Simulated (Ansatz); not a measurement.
# Y (P6_3/mmc, 2 atoms in the cell) under biaxial strain in the (0001) plane, that of a and b

Aim: how do the optical modes of Y (P6_3/mmc, 2 atoms in the cell) shift and split under this strain?

Calculated with Ansatz 0.2.0; DFT PBEsol, scalar-relativistic, plane waves, PAW; PAW set soft_1.

This is a report of a sequence of runs, with most program output left out.

## 1. Set-up

The structure is hexagonal, space group P6_3/mmc (No. 194). Conventional cell: a = 3.647 Å, b = 3.647 Å, c = 5.731 Å, α = 90.00°, β = 90.00°, γ = 120.00°. Y has 12 Y at 3.56 to 3.65 Å nearest.

Structure file:

```
Y
1.0
     3.64740    0.00000    0.00000
    -1.82370    3.15874    0.00000
     0.00000    0.00000    5.73060
Y
2
Direct
  0.33333 0.66667 0.25000
  0.66667 0.33333 0.75000
```

## 2. Bringing the structure to rest

Harmonic phonons are second derivatives at a point where the forces vanish, and they are wanted at zero stress, so atoms and cell are relaxed first.

File input.yaml:

```yaml
crystal:
  lattice:
    - [3.6474, 0.0, 0.0]
    - [-1.8237, 3.1587410578, 0.0]
    - [0.0, 0.0, 5.7306]
  atoms:
    - { symbol: "Y", position: [0.33333333, 0.66666667, 0.25] }
    - { symbol: "Y", position: [0.66666667, 0.33333333, 0.75] }
kpoints:
  mp_grid: { grid: [15, 15, 8] }
hamiltonian:
  xc: pbesol
  pseudopotentials: { kind: paw, azcp: { folder: soft_1 }, xc_functional: pbe }
scf:
  occupations: { method: gaussian, width: 0.1 }
output:
  forces: true
  stress: true
  eigenvalues: true
  write_density: true
  write_potential: true
  elf: true
  volumetric_format: npy
relax:
  adjacent_minimum: "off"
  f_tol: 0.005
  max_steps: 80
  cell: { stress_tol: 0.05 }
```

Command:

```
$ ansatz run input.yaml --threads 4 --pin off --max-ram 10240MiB --backend cpu --events-out ev --progress --plain --runs-dir out
```

Elapsed: 23 s, on 4 threads of Intel Xeon at 2.50GHz (Skylake/Cascade Lake), shared host; peak memory 0.47 GiB; 56 s of CPU time.

The steps of the relaxation:

| step | energy less that of the first step (eV) | largest force component (eV/Å) | pressure (GPa) | volume (Å³) |
| --- | --- | --- | --- | --- |
| 1 | 0.0000 | 0.0000 | -2.09 | 66.02 |
| 2 | -0.0244 | 0.0000 | 0.04 | 62.56 |
| 3 | -0.0245 | 0.0000 | 0.01 | 62.61 |
| 4* | -0.0244 | 0.0000 | 0.01 | 62.61 |

Relaxation steps marked * repeat the geometry before them on a plane-wave basis chosen anew for their cell, so energy and pressure can jump there.

The run keeps the 24 symmetry operations that it works with, so distortions that break them were not tested.

| conventional cell, symmetrised | before | after | change |
| --- | --- | --- | --- |
| a (Å) | 3.647 | 3.598 | -1.4 % |
| b (Å) | 3.647 | 3.598 | -1.4 % |
| c (Å) | 5.731 | 5.585 | -2.5 % |
| volume (Å³/atom) | 33.01 | 31.30 | -5.2 % |

Final coordinates:

```cif
data_structure
_symmetry_space_group_name_H-M 'P 1'
_symmetry_Int_Tables_number 1
_cell_length_a 3.5979
_cell_length_b 3.5979
_cell_length_c 5.5847
_cell_angle_alpha 90.000
_cell_angle_beta 90.000
_cell_angle_gamma 120.000
_cell_volume 62.61
loop_
_atom_site_label
_atom_site_type_symbol
_atom_site_fract_x
_atom_site_fract_y
_atom_site_fract_z
_atom_site_occupancy
Y1 Y 0.33333 0.66667 0.25000 1
Y2 Y 0.66667 0.33333 0.75000 1
```

Numbers from this step:

* pressure: 0.008383 GPa
* volume per atom: 31.30 Å³
* gap on the k-mesh: 0 eV

Electrostatic potential energy in the ac plane at fractional y = 0.333, with atoms of Y within 0.2 Å of it. With pseudopotentials it is smooth inside the atoms' cores, unlike the true potential.

Ten even steps from '0' (-46 eV) to '9' (12 eV), each cell a mean:
```
99999998888899
99999987655688
99999874212368
89999851000136
89999740000026
89999740000026
89999862000147
99999875322468
99999987666789
99999999888999
99999999999999
99999999999999
99889999999999
88888999999999
88778899999999
87778899999999
88778899999999
88888999999999
99999999999999
99999999999999
99999999999999
```
Columns run along a (3.6 Å; values clipped at the 3rd and 97th percentile), rows up along c (5.6 Å). Atoms in or near the plane, at fractional coordinates: Y at (0.67, 0.75).

ELF in the ac plane at fractional y = 0.333, with atoms of Y within 0.2 Å of it. It is the smooth field of the valence electrons, not physical close to the nuclei.

Values, 21 rows by 14 columns, each cell a mean:
```
0.27 0.40 0.47 0.44 0.32 0.20 0.14 0.16 0.22 0.27 0.25 0.18 0.14 0.15
0.18 0.34 0.45 0.40 0.23 0.14 0.17 0.39 0.57 0.65 0.62 0.46 0.25 0.13
0.13 0.24 0.37 0.31 0.16 0.15 0.37 0.71 0.82 0.84 0.83 0.76 0.54 0.23
0.13 0.17 0.27 0.21 0.13 0.26 0.64 0.84 0.81 0.74 0.78 0.85 0.77 0.44
0.14 0.14 0.22 0.18 0.13 0.33 0.72 0.85 0.71 0.49 0.60 0.82 0.82 0.54
0.14 0.14 0.23 0.18 0.13 0.32 0.72 0.85 0.73 0.53 0.63 0.83 0.82 0.53
0.12 0.18 0.29 0.24 0.13 0.22 0.56 0.83 0.84 0.81 0.83 0.84 0.72 0.37
0.14 0.26 0.39 0.33 0.17 0.14 0.32 0.65 0.79 0.83 0.81 0.72 0.48 0.20
0.20 0.36 0.46 0.42 0.25 0.14 0.15 0.31 0.49 0.57 0.54 0.38 0.21 0.13
0.30 0.39 0.44 0.42 0.34 0.23 0.16 0.14 0.17 0.19 0.18 0.15 0.15 0.19
0.29 0.30 0.30 0.30 0.29 0.28 0.26 0.25 0.24 0.24 0.24 0.25 0.26 0.27
0.20 0.17 0.16 0.17 0.19 0.23 0.31 0.41 0.46 0.48 0.47 0.43 0.36 0.27
0.12 0.12 0.13 0.13 0.12 0.15 0.25 0.45 0.60 0.66 0.63 0.51 0.33 0.19
0.13 0.17 0.21 0.20 0.14 0.12 0.19 0.40 0.60 0.69 0.66 0.49 0.27 0.14
0.16 0.26 0.34 0.31 0.20 0.13 0.16 0.36 0.58 0.69 0.65 0.45 0.23 0.13
0.18 0.30 0.39 0.36 0.23 0.13 0.15 0.34 0.57 0.69 0.65 0.43 0.22 0.13
0.15 0.24 0.31 0.29 0.18 0.13 0.16 0.37 0.59 0.69 0.65 0.46 0.24 0.13
0.12 0.16 0.19 0.17 0.13 0.13 0.19 0.42 0.61 0.69 0.66 0.50 0.28 0.15
0.14 0.13 0.13 0.13 0.13 0.17 0.27 0.45 0.57 0.62 0.60 0.50 0.35 0.22
0.22 0.20 0.19 0.19 0.21 0.25 0.31 0.38 0.41 0.42 0.42 0.39 0.34 0.28
0.30 0.33 0.34 0.33 0.31 0.28 0.24 0.21 0.21 0.21 0.21 0.21 0.23 0.26
```
Columns run along a (3.6 Å), rows up along c (5.6 Å). Atoms in or near the plane, at fractional coordinates: Y at (0.67, 0.75).

Valence density in the ac plane at fractional y = 0.333, with atoms of Y within 0.2 Å of it. It is the smooth field of the valence electrons, not physical close to the nuclei.

Values in e/Å³, 21 rows by 14 columns, each cell a mean:
```
0.1 0.1 0.1 0.1 0.1 0.1 0.1 0.2 0.3 0.3 0.3 0.2 0.2 0.1
0.1 0.1 0.1 0.1 0.1 0.1 0.2 0.5 0.8 1.0 0.9 0.6 0.3 0.2
0.1 0.1 0.1 0.1 0.1 0.2 0.4 1.1 1.9 2.3 2.1 1.4 0.7 0.3
0.2 0.1 0.1 0.1 0.1 0.3 0.9 2.2 3.2 3.4 3.4 2.7 1.4 0.5
0.2 0.1 0.1 0.1 0.2 0.4 1.1 2.8 3.4 3.0 3.2 3.2 1.9 0.7
0.2 0.1 0.1 0.1 0.2 0.4 1.1 2.7 3.4 3.1 3.3 3.1 1.8 0.7
0.2 0.1 0.1 0.1 0.1 0.3 0.7 1.9 2.9 3.3 3.1 2.3 1.2 0.4
0.1 0.1 0.1 0.1 0.1 0.2 0.4 1.0 1.6 2.0 1.8 1.2 0.6 0.3
0.1 0.1 0.1 0.1 0.1 0.1 0.2 0.4 0.6 0.8 0.7 0.5 0.3 0.2
0.1 0.1 0.1 0.1 0.1 0.1 0.1 0.2 0.2 0.2 0.2 0.2 0.1 0.1
0.1 0.1 0.1 0.1 0.1 0.1 0.1 0.1 0.1 0.1 0.1 0.1 0.1 0.1
0.1 0.1 0.1 0.1 0.1 0.1 0.1 0.1 0.1 0.1 0.1 0.1 0.1 0.1
0.1 0.2 0.2 0.2 0.1 0.1 0.1 0.1 0.1 0.1 0.1 0.1 0.1 0.1
0.2 0.2 0.3 0.2 0.2 0.1 0.1 0.1 0.1 0.1 0.1 0.1 0.1 0.1
0.2 0.3 0.4 0.3 0.3 0.2 0.1 0.1 0.1 0.1 0.1 0.1 0.1 0.1
0.2 0.3 0.4 0.4 0.3 0.2 0.1 0.1 0.1 0.1 0.1 0.1 0.1 0.2
0.2 0.3 0.4 0.3 0.2 0.2 0.1 0.1 0.1 0.1 0.1 0.1 0.1 0.1
0.2 0.2 0.2 0.2 0.2 0.1 0.1 0.1 0.1 0.1 0.1 0.1 0.1 0.1
0.1 0.1 0.1 0.1 0.1 0.1 0.1 0.1 0.1 0.1 0.1 0.1 0.1 0.1
0.1 0.1 0.1 0.1 0.1 0.1 0.1 0.1 0.1 0.1 0.1 0.1 0.1 0.1
0.1 0.1 0.1 0.1 0.1 0.1 0.1 0.1 0.1 0.1 0.1 0.1 0.1 0.1
```
Columns run along a (3.6 Å), rows up along c (5.6 Å). Atoms in or near the plane, at fractional coordinates: Y at (0.67, 0.75).

In this step the volume went from 33.01 to 31.30 Å³/atom.

## 3. Tight relaxation

Phonons need small forces and stress, so the relaxation is finished with tight tolerances on 15×15×8 k points.

input.yaml, the sections that differ from step 2:

```yaml
crystal:
  lattice:
    - [3.5978877796, 0.0, 0.0]
    - [-1.7989438898, 3.1158622171, 0.0]
    - [0.0, 0.0, 5.584720621]
  atoms:
    - { symbol: "Y", position: [0.3333333333, 0.6666666667, 0.25] }
    - { symbol: "Y", position: [0.6666666667, 0.3333333333, 0.75] }
scf:
  occupations: { method: methfessel_paxton, width: 0.2 }
output:
  forces: true
  stress: true
  eigenvalues: true
relax:
  adjacent_minimum: "off"
  f_tol: 0.001
  max_steps: 60
  cell: { stress_tol: 0.01 }
# kpoints, hamiltonian: as in step 2
```

Run time: 22 s. Hardware: 4 threads; peak memory 0.46 GiB; 41 s of CPU time.

Little changed from the start: no atom moved by 0.005 Å and no cell edge by 0.1 %.

Numbers from this step:

```yaml
pressure: 0.001299 GPa
```

The forces vanish by symmetry and the pressure is 0.001 GPa, within the tolerances set. The cell now holds 31.30 Å³/atom.

## 4. Zone-centre response at rest

Phonons follow from the second derivative of the energy, found here by linear response.

The modes at rest are the reference of the series.

input.yaml, the sections that differ from step 3:

```yaml
crystal:
  lattice:
    - [3.5985008811, 0.0, 0.0]
    - [-1.7992504406, 3.1163931786, 0.0]
    - [0.0, 0.0, 5.5819626416]
  atoms:
    - { symbol: "Y", position: [0.3333333333, 0.6666666667, 0.25] }
    - { symbol: "Y", position: [0.6666666667, 0.3333333333, 0.75] }
output:
  eigenvalues: true
phonons:
  method: dfpt
# kpoints, hamiltonian, scf: as in step 3
# relax: removed
```

The job ended after 72 s (4 threads; peak memory 1.1 GiB).

Numbers from this step:

| Quantity | Value |
| --- | --- |
| sum-rule residual before enforcement | 2.41e-5 eV/Å² |
| point group | 6/mmm |
| highest optical mode at the zone centre (no LO-TO term) | 154.2 cm⁻¹ |
| lowest optical zone-centre mode | 89.97 cm⁻¹ |

Patterns of degenerate modes are one choice out of their space. Modes at Γ:

| mode | frequency (cm⁻¹) | symmetry |
| --- | --- | --- |
| 1 | 0.0 | acoustic |
| 2 | 0.0 | acoustic |
| 3 | 0.0 | acoustic |
| 4 | 90.0 | E2g |
| 5 | 90.0 | E2g |
| 6 | 154.2 | B1g |

Displacements in mode 4 (90.0 cm⁻¹), the largest set to 1:
```
Y1   0.00 -1.00  0.00
Y2   0.00  1.00  0.00
```

Displacements in mode 6 (154.2 cm⁻¹), the largest set to 1:
```
Y1   0.00  0.00  1.00
Y2   0.00  0.00 -1.00
```

Before it was imposed, the acoustic sum rule was missed by 2.4e-5 eV/Å². Small misses are needed for a sound result but don't prove that mesh and cutoff are converged. The lowest optical mode is real, 90.0 cm⁻¹.

## 5. A member of the series: biaxial strain of +4 % in the (0001) plane, that of a and b

The cell takes a biaxial strain of +4 % in the (0001) plane, that of a and b. The strained lengths are held, while the rest of the cell and the atoms relax.

input.yaml, the sections that differ from step 4:

```yaml
crystal:
  lattice:
    - [3.7424409164, 0.0, 0.0]
    - [-1.8712204582, 3.2410489058, 0.0]
    - [0.0, 0.0, 5.4949608348]
  atoms:
    - { symbol: "Y", position: [0.3333333333, 0.6666666667, 0.25] }
    - { symbol: "Y", position: [0.6666666667, 0.3333333333, 0.75] }
output:
  forces: true
  stress: true
  eigenvalues: true
relax:
  adjacent_minimum: "off"
  f_tol: 0.001
  max_steps: 60
  cell: { stress_tol: 0.01, fix: [a, b, gamma] }
# kpoints, hamiltonian, scf: as in step 4
# phonons: removed
```

Elapsed: 26 s, on 4 threads; peak memory 0.47 GiB.

The steps of the relaxation:

| step | energy less that of the first step (eV) | largest force component (eV/Å) | pressure (GPa) | volume (Å³) |
| --- | --- | --- | --- | --- |
| 1 | 0.0000 | 0.0000 | -2.43 | 66.65 |
| 2 | -0.0004 | 0.0000 | -2.27 | 66.37 |
| 3 | -0.0004 | 0.0000 | -2.25 | 66.33 |
| 4* | -0.0004 | 0.0000 | -2.25 | 66.33 |

Relaxation steps marked * repeat the geometry before them on a plane-wave basis chosen anew for their cell, so energy and pressure can jump there.

Forces are held to the 24 operations that the run works with; a distortion that breaks them can't arise in this run.

```csv
"conventional cell, symmetrised",before,after,change
a (Å),3.742,3.742,+0.0 %
b (Å),3.742,3.742,+0.0 %
c (Å),5.495,5.469,-0.5 %
volume (Å³/atom),33.33,33.17,-0.5 %
```

Final coordinates:

```xyz
2
Lattice="3.7424 0.0000 0.0000 -1.8712 3.2410 0.0000 0.0000 0.0000 5.4685" Properties=species:S:1:pos:R:3 pbc="T T T"
Y     0.0000    2.1607    1.3671
Y     1.8712    1.0803    4.1014
```

Numbers from this step:

| Item | Value |
| --- | --- |
| pressure | -2.251 GPa |
| volume per atom | 33.17 Å³ |

The forces vanish by symmetry.

## 6. Modes of this member: biaxial strain of +4 % in the (0001) plane, that of a and b

The zone-centre modes follow for biaxial strain of +4 % in the (0001) plane, that of a and b.

input.yaml, the sections that differ from step 5:

```yaml
crystal:
  lattice:
    - [3.7424409164, 0.0, 0.0]
    - [-1.8712204582, 3.2410489058, 0.0]
    - [0.0, 0.0, 5.4685387585]
  atoms:
    - { symbol: "Y", position: [0.3333333333, 0.6666666667, 0.25] }
    - { symbol: "Y", position: [0.6666666667, 0.3333333333, 0.75] }
output:
  eigenvalues: true
phonons:
  method: dfpt
# kpoints, hamiltonian, scf: as in step 5
# relax: removed
```

Wall time 74 s (4 threads); peak memory 1.2 GiB.

This step gave:

* sum-rule residual before enforcement: 1.11e-5 eV/Å²
* highest optical mode at the zone centre (no LO-TO term): 165.8 cm⁻¹
* lowest optical zone-centre mode: 94.9 cm⁻¹

Patterns of degenerate modes are one choice out of their space. Modes at Γ:

```
mode  frequency (cm⁻¹)  symmetry
   1               0.0  acoustic
   2               0.0  acoustic
   3               0.0  acoustic
   4              94.9       E2g
   5              94.9       E2g
   6             165.8       B1g
```

The lowest optical mode is real, 94.9 cm⁻¹, and the highest lies at 165.8 cm⁻¹.

Between step 4 and this run (strain 4 %) the value for the highest optical mode at the zone centre (no LO-TO term) moves from 154 cm⁻¹ to 166 cm⁻¹ (+8 %).

## 7. A member of the series: biaxial strain of -4 % in the (0001) plane, that of a and b

The cell takes a biaxial strain of -4 % in the (0001) plane, that of a and b. The strained lengths are held, while the rest of the cell and the atoms relax.

input.yaml, the sections that differ from step 6:

```yaml
crystal:
  lattice:
    - [3.4545608459, 0.0, 0.0]
    - [-1.727280423, 2.9917374514, 0.0]
    - [0.0, 0.0, 5.6885662833]
  atoms:
    - { symbol: "Y", position: [0.3333333333, 0.6666666667, 0.25] }
    - { symbol: "Y", position: [0.6666666667, 0.3333333333, 0.75] }
output:
  forces: true
  stress: true
  eigenvalues: true
relax:
  adjacent_minimum: "off"
  f_tol: 0.001
  max_steps: 60
  cell: { stress_tol: 0.01, fix: [a, b, gamma] }
# kpoints, hamiltonian, scf: as in step 6
# phonons: removed
```

Elapsed: 22 s, on 4 threads; peak memory 0.46 GiB.

The steps of the relaxation:

```csv
step,energy less that of the first step (eV),largest force component (eV/Å),pressure (GPa),volume (Å³)
1,0.0000,0.0000,2.72,58.79
2,-0.0008,0.0000,2.40,59.16
3,-0.0008,0.0000,2.36,59.21
4*,-0.0008,0.0000,2.36,59.21
```

Relaxation steps marked * repeat the geometry before them on a plane-wave basis chosen anew for their cell, so energy and pressure can jump there.

Forces are held to the 24 operations that the run works with; a distortion that breaks them can't arise in this run.

```
conventional cell, symmetrised  before  after  change
                         a (Å)   3.455  3.455  -0.0 %
                         b (Å)   3.455  3.455  -0.0 %
                         c (Å)   5.689  5.729  +0.7 %
              volume (Å³/atom)   29.40  29.60  +0.7 %
```

Final coordinates:

```xyz
2
Lattice="3.4546 0.0000 0.0000 -1.7273 2.9917 0.0000 0.0000 0.0000 5.7286" Properties=species:S:1:pos:R:3 pbc="T T T"
Y     0.0000    1.9945    1.4321
Y     1.7273    0.9972    4.2964
```

Numbers from this step:

- pressure: 2.363 GPa
- volume per atom: 29.60 Å³

The forces vanish by symmetry.

## 8. Zone-centre modes of the member: biaxial strain of -4 % in the (0001) plane, that of a and b

The zone-centre modes follow for biaxial strain of -4 % in the (0001) plane, that of a and b.

input.yaml, the sections that differ from step 7:

```yaml
crystal:
  lattice:
    - [3.4545608459, 0.0, 0.0]
    - [-1.727280423, 2.9917374514, 0.0]
    - [0.0, 0.0, 5.7285642047]
  atoms:
    - { symbol: "Y", position: [0.3333333333, 0.6666666667, 0.25] }
    - { symbol: "Y", position: [0.6666666667, 0.3333333333, 0.75] }
output:
  eigenvalues: true
phonons:
  method: dfpt
# kpoints, hamiltonian, scf: as in step 7
# relax: removed
```

Wall time 62 s (4 threads); peak memory 1.1 GiB.

This step gave:

- sum-rule residual before enforcement: 7.07e-5 eV/Å²
- highest optical mode at the zone centre (no LO-TO term): 131.0 cm⁻¹
- lowest optical zone-centre mode: 77.05 cm⁻¹

Patterns of degenerate modes are one choice out of their space. Modes at Γ:

```
mode  frequency (cm⁻¹)  symmetry
   1               0.0  acoustic
   2               0.0  acoustic
   3               0.0  acoustic
   4              77.0       E2g
   5              77.0       E2g
   6             131.0       B1g
```

The lowest optical mode is real, 77.0 cm⁻¹, and the highest lies at 131.0 cm⁻¹.

Between step 4 and this run (strain -4 %) the value for the highest optical mode at the zone centre (no LO-TO term) moves from 154 cm⁻¹ to 131 cm⁻¹ (-15 %).

## 9. All members side by side

The members are set side by side, also those not shown above.

Stress is positive in compression; energies are extrapolated to zero smearing, and E0 is that at rest; the edges not held and the atoms are relaxed in each cell; all runs use 15×15×8 k points and Methfessel-Paxton smearing of 0.2 eV. State of the crystal along the series:

```
strain (%)  in-plane stress (GPa)  free strain along c (%)  E - E0 (meV/atom)
        -4                  3.543                    2.626               27.7
        -3                  2.643                     1.91               15.8
        -2                  1.768                    1.224              7.209
        -1                 0.8932                   0.5818               1.91
         0               0.006362                        0                  0
         1                -0.8767                   -0.559              1.581
         2                 -1.747                   -1.071               6.69
         3                 -2.585                   -1.559              15.26
         4                 -3.376                   -2.032              27.16
```

Optical modes are counted from below at rest and tracked from member to member by their patterns, and modes that stay within 0.3 cm⁻¹ of each other stand once; labels, where given, are those at rest; the edges not held and the atoms are relaxed in each cell; all runs use 15×15×8 k points and Methfessel-Paxton smearing of 0.2 eV. Optical modes along the series:

| strain (%) | optical mode 1 E2g (cm⁻¹) | optical mode 2 B1g (cm⁻¹) |
| --- | --- | --- |
| -4 | 77.05 | 131 |
| -3 | 80.15 | 136.5 |
| -2 | 83.69 | 142.8 |
| -1 | 87.13 | 148.9 |
| 0 | 89.97 | 154.2 |
| 1 | 92.09 | 158.6 |
| 2 | 93.48 | 161.8 |
| 3 | 94.36 | 164.1 |
| 4 | 94.9 | 165.8 |

Value and slope at zero strain of a cubic (a lower polynomial where under five rows exist) through the rows within 2 % of rest. Slopes at rest:

```
              mode  frequency (cm⁻¹)  shift per percent of strain (cm⁻¹)  shift per GPa of compressive stress (cm⁻¹)
optical mode 1 E2g                90                                2.49                                       -2.81
optical mode 2 B1g             154.2                                4.86                                       -5.47
```

## 10. Results

* members: 9
* highest optical mode at the zone centre (no LO-TO term), at rest: 154.2 cm⁻¹
* biaxial modulus in the (0001) plane, that of a and b: 88.7 GPa
* optical mode 1 E2g, shift per percent: 2.49 cm⁻¹
* optical mode 2 B1g, shift per percent: 4.86 cm⁻¹

In words: The stress changes by 0.89 GPa for each percent, a biaxial modulus of 89 GPa in the (0001) plane, that of a and b. For each percent the free edge responds with -0.57 %. Within 2 % of rest optical mode 1 E2g and optical mode 2 B1g bend away from a straight line, so a single slope holds only near rest. These are harmonic frequencies at zero temperature: anharmonic shifts, linewidths and thermal expansion are left out. With no gap, or one that is small against the smearing, the frequencies hang on the k mesh and the smearing, most of all near Kohn anomalies. The PAW files were made for PBE; the program adapts parts of them to the functional of the run, but their partial waves stay those of PBE, an approximation that was not tested in this session. Only the zone centre was solved, so an instability at another wavevector cannot show here.

[Logs are printed without paths, hosts, clocks, repeated set-up lines and the standing remarks that a program may print on its own settings, such as how far it seeks lower states.]

[Hosts, paths, dates, database ids (printed as entryN), source tags and the programs' standing remarks are cut or masked in the printed files.]
